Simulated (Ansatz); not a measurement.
# Bands, cutoff and cost in G0W0 for MgO (Fm-3m), part 2 of 2

Aim: see how the G0W0 gap of MgO (Fm-3m) on PBE moves with empty bands and screening cutoff, and what each rung costs.

Ansatz 0.2.0; G0W0 on PBE, plane waves, PAW; PAW set soft_1. Known limits of the many-body steps: not at the basis limit.

So far. Step 4 (146 empty bands, screening to 230 eV): Against the run with 8×8×8 mesh, 67 empty bands, screening to 138 eV, PAW set soft_1 files, the gap moves by +0.15 eV. Step 5 (Changing the k mesh: 6×6×6 mesh, 67 empty bands …): Against the run with 8×8×8 mesh, 67 empty bands, screening to 138 eV, PAW set soft_1 files, the gap moves by +0.010 eV.

## 6. Changing the frequency model: 8×8×8 mesh, 146 empty bands, screening to 230 eV, plasmon pole, PAW set soft_1 files

A plasmon pole stands in for the full frequency dependence of the screening; this run shows what that costs in accuracy. Bands and cutoff differ from the step before, so it is read against an earlier run that matches them.

Contents of input.yaml:

```yaml
crystal:
  lattice:
    - [0.0, 2.0970013927, 2.0970013927]
    - [2.0970013927, 0.0, 2.0970013927]
    - [2.0970013927, 2.0970013927, 0.0]
  atoms:
    - { symbol: Mg, position: [0.0, 0.0, 0.0] }
    - { symbol: O, position: [0.5, 0.5, 0.5] }
kpoints:
  mp_grid: { grid: [8, 8, 8] }
hamiltonian:
  xc: pbe
  pseudopotentials: { kind: paw, azcp: { folder: soft_1 } }
scf:
  occupations: { method: fixed }
gw:
  n_empty_bands: 146
  ecut_chi: 230.0
  qp_bands: [v2, c2]
  qp_kpoints: band_edges
  screening: { model: godby_needs }
```

The run is started by

```sh
ansatz run input.yaml --threads 4 --pin off --max-ram 138240MiB --backend cuda --events-out ev --progress --plain --runs-dir out --devices 1 --max-vram 26GiB
```

Numbers of over 12 decimals in the logs are rounded to 6 here.

The log of the run:

```text
GPUs: using 1 of 1 available (devices: 1).
[...]
GPU FFT provider: cuFFT
GPU libraries: cuBLAS 13.8.2, cuFFT 12.4.0, cuSOLVER 12.3.4
Crystal: 2 atoms, lattice volume = 18.443 Å³
Basis set: ecut = 420 eV, 339 PW (Γ)
Bands: 12, of which v1, the nominal top of the filled ones, is band 8 counted from 1 (7 counted from 0)
Symmetry: 48 space group operations
[...]
k-points: 29 of 512
[...]
1    10     22.4176    -4.1056    -4.8049    -9.9607  0.8605    23.4757    23.4677  root
[...]
28     7      5.2471   -23.9138     4.3865   -17.5720  0.8056     3.2675     3.2916  root
    28     8      6.4310   -24.7719     4.2341   -18.7527  0.8067     4.6301     4.6460  root
    28     9     19.9654    -7.8928    -4.7032   -13.9897  0.8409    21.3686    21.3591  root
    28    10     19.9654    -7.8928    -4.7032   -13.9897  0.8409    21.3686    21.3591  root
[key lines of the parts left out:]
SCF converged after 6 iterations
Free energy (F): -2494.122640 eV
Fermi energy:    8.216166 eV
```

The job ended after 24 s (1 × NVIDIA H100 80GB HBM3 (shared by 3 runs) with 4 threads of AMD EPYC 7R13 (Zen 3), shared host; peak memory 1.7 GiB).

This step gave:

| Property | Result |
| --- | --- |
| bands summed | 154 |
| plasmon-pole fit frequency | 34.59 eV |
| RPA ε∞ on this mesh (eigenvalues) | 3.017, 3.017, 3.017 |
| plane waves in the screening matrix | 137 |
| G0W0 gap on the mesh | 7.385 eV |
| k of the valence top | 0, 0, 0 |
| k of the conduction bottom | 0, 0, 0 |
| starting gap on the mesh | 4.873 eV |
| least direct G0W0 gap on the computed points | 7.385 eV |

Against the run with 8×8×8 mesh, 146 empty bands, screening to 230 eV, PAW set soft_1 files, the gap moves by −0.03 eV.

## 7. Changing the files and raising the bands: 8×8×8 mesh, 216 empty bands, screening to 299 eV, hard PAW files

Other atomic data (hard PAW) test the pseudisation: the cutoff goes from 420 to 930 eV, with the same valence electrons. Bands and screening cutoff change too, so the step is no clean test of the files.

This step: G0W0 on PBE, plane waves, PAW.

input.yaml, the sections that differ from step 6:

```yaml
hamiltonian:
  xc: pbe
  pseudopotentials: { kind: paw, source: ansatz }
gw:
  n_empty_bands: 216
  ecut_chi: 299.0
  qp_bands: [v2, c2]
  qp_kpoints: band_edges
  screening: { model: contour_deformation }
# crystal, kpoints, scf: as in step 6
```

The log of the run:

```text
GPUs: using 1 of 1 available (devices: 1).
[...]
GPU FFT provider: cuFFT
GPU libraries: cuBLAS 13.8.2, cuFFT 12.4.0, cuSOLVER 12.3.4
Crystal: 2 atoms, lattice volume = 18.443 Å³
Basis set: ecut = 930 eV, 1243 PW (Γ)
Bands: 12, of which v1, the nominal top of the filled ones, is band 8 counted from 1 (7 counted from 0)
Symmetry: 48 space group operations
[...]
k-points: 29 of 512
[...]
1    10     22.4354    -4.1056    -4.9362    -9.9748  0.8346    23.3777    23.3683  root
[...]
28     7      5.2582   -23.9091     4.3069   -17.5679  0.7784     3.1679     3.2239  root
    28     8      6.4430   -24.7778     4.0768   -18.7582  0.7832     4.4568     4.5002  root
    28     9     19.9760    -7.9078    -4.9278   -14.0262  0.8197    21.1800    21.1667  root
    28    10     19.9760    -7.9078    -4.9278   -14.0262  0.8197    21.1800    21.1667  root
[key lines of the parts left out:]
SCF converged after 6 iterations
Free energy (F): -2494.156661 eV
Fermi energy:    8.232356 eV
```

The job ended after 30 s (1 × NVIDIA H100 80GB HBM3 (shared by 3 runs) with 4 threads; peak memory 1.5 GiB; 55 s of CPU time).

This step gave:

```yaml
bands_summed: 224
rpa_eps_infinity_on_this_mesh_eigenvalues: 3.020, 3.020, 3.020
plane_waves_in_the_screening_matrix: 181
g0w0_gap_on_the_mesh: 7.548 eV
k_of_the_valence_top: 0, 0, 0
k_of_the_conduction_bottom: 0, 0, 0
starting_gap_on_the_mesh: 4.866 eV
least_direct_g0w0_gap_on_the_computed_points: 7.548 eV
```

Against the run with 8×8×8 mesh, 146 empty bands, screening to 230 eV, PAW set soft_1 files, the gap moves by +0.13 eV.

## 8. Side by side

Times are wall times on 1 × NVIDIA H100 80GB HBM3 (shared by 3 runs) with 4 threads of AMD EPYC 7R13 (Zen 3), shared host, good to a factor of about two.

```tsv
mesh	files	frequency	bands summed	cutoff (eV)	start (eV)	G0W0 (eV)	time	host memory (GiB)
8×8×8	PAW set soft_1	contour deformation	32	69	4.873	6.993	9.4 s	0.97
8×8×8	PAW set soft_1	contour deformation	75	138	4.873	7.263	11 s	0.98
8×8×8	PAW set soft_1	contour deformation	154	230	4.873	7.414	19 s	1.1
6×6×6	PAW set soft_1	contour deformation	75	138	4.872	7.273	6.2 s	0.95
8×8×8	PAW set soft_1	plasmon pole	154	230	4.873	7.385	24 s	1.7
8×8×8	hard PAW	contour deformation	224	299	4.866	7.548	30 s	1.5
```

How the two edges are built up, in eV (the quasiparticle level is the starting level plus Σx plus Σc less Vxc):

```tsv
run	edge	start	Σx	Σc	Vxc	Z	QP
32 bands	valence top	8.22	-26.47	4.58	-20.96	0.80	7.29
32 bands	conduction bottom	13.09	-10.15	-3.56	-14.90	0.85	14.28
75 bands	valence top	8.22	-26.47	4.22	-20.96	0.79	6.93
75 bands	conduction bottom	13.09	-10.15	-3.65	-14.90	0.85	14.19
154 bands	valence top	8.22	-26.47	3.98	-20.96	0.79	6.68
154 bands	conduction bottom	13.09	-10.15	-3.74	-14.90	0.85	14.10
```

## 9. Outcome

| Property | Result |
| --- | --- |
| 32 bands, 69 eV | 6.993 eV |
| 75 bands, 138 eV | 7.263 eV |
| 154 bands, 230 eV | 7.414 eV |
| estimated limit in bands and cutoff | 7.56 eV |
| mesh and start | 8×8×8, PBE |

What this shows: A line in one over the bands through the two highest rungs gives 7.56 eV, +0.14 eV from the top rung; the pair below gives 7.46 eV, so the estimate is still climbing. The rungs stand 0.56 eV (32 bands), 0.29 eV (75 bands) and 0.14 eV (154 bands) from it. From 32 to 154 bands the gap moves by +0.42 eV while the time grows 2.0-fold. Σc changes by −0.60 eV at the valence top and −0.18 eV at the conduction bottom, so the valence edge carries most of the change. On the 6×6×6 mesh in place of 8×8×8 the gap differs by +0.01 eV, of which −0.0004 eV is already in the start. The plasmon-pole model gives −0.03 eV against contour deformation, 1 % of the correction, and saved no time in this program. With hard PAW files and 224 bands the gap is 7.55 eV; the line for the PAW set soft_1 files gives 7.46 eV at that count, a difference of +0.09 eV that holds the line's own error too.

[Paths, hosts, dates, memory and timing lines, banners, echoed tables and standing remarks are left out of the program output.]

[Logs are printed without paths, hosts, clocks, repeated set-up lines and the standing remarks that a program may print on its own settings, such as how far it seeks lower states.]

[Runs of the session that timed out or met a known fault of the program may be left out.]

[Cells called generated may have been cut or substituted from an entry of the Crystallography Open Database or the Materials Project.]

[Hosts, paths, dates, database ids (printed as entryN), source tags and the programs' standing remarks are cut or masked in the printed files.]
